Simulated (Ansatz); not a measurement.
Diamond (Fd-3m, 2 atoms a cell), computed twice by G0W0.

```yaml
crystal:
  lattice:
    - [0.00000, 1.78337, 1.78337]
    - [1.78337, 0.00000, 1.78337]
    - [1.78337, 1.78337, 0.00000]
  atoms:
    - { symbol: C, position: [0.00000, 0.00000, 0.00000] }
    - { symbol: C, position: [0.25000, 0.25000, 0.25000] }
```

The cell and positions come from the Crystallography Open Database and are kept as given unless a step says otherwise.

The first (Ansatz 0.2.0; start PBE, 10×10×10 mesh, 47 empty bands, screening to 150 eV, PAW set soft_1 files; 1 × NVIDIA H100 80GB HBM3 (shared by 6 runs) with 3 threads of AMD EPYC 7R13 (Zen 3), shared host) gave, on its mesh: starting gap 4.18 eV, G0W0 gap 5.42 eV, RPA ε∞ (mean) 5.56, 25 s.

The second gave: starting gap 4.55 eV, G0W0 gap 5.54 eV, RPA ε∞ (mean) 5.34, 58 s.

**Question.** What was changed in the input? Choose among start, files, mesh, bands and cutoff, frequency model or another key.

Changed: start from PBE to PBE with 5 % exact exchange. A jump of this size in the start, with ε∞ moving the other way, marks another functional. Other changes could give like numbers; this is the one that was made.

Limits: not at the basis limit.

[Paths, hosts, dates, memory and timing lines, banners, echoed tables and standing remarks are left out of the program output.]

[Logs are printed without paths, hosts, clocks, repeated set-up lines and the standing remarks that a program may print on its own settings, such as how far it seeks lower states.]

[Runs of the session that timed out or met a known fault of the program may be left out.]

[Cells called generated may have been cut or substituted from an entry of the Crystallography Open Database or the Materials Project.]

[Hosts, paths, dates, database ids (printed as entryN), source tags and the programs' standing remarks are cut or masked in the printed files.]
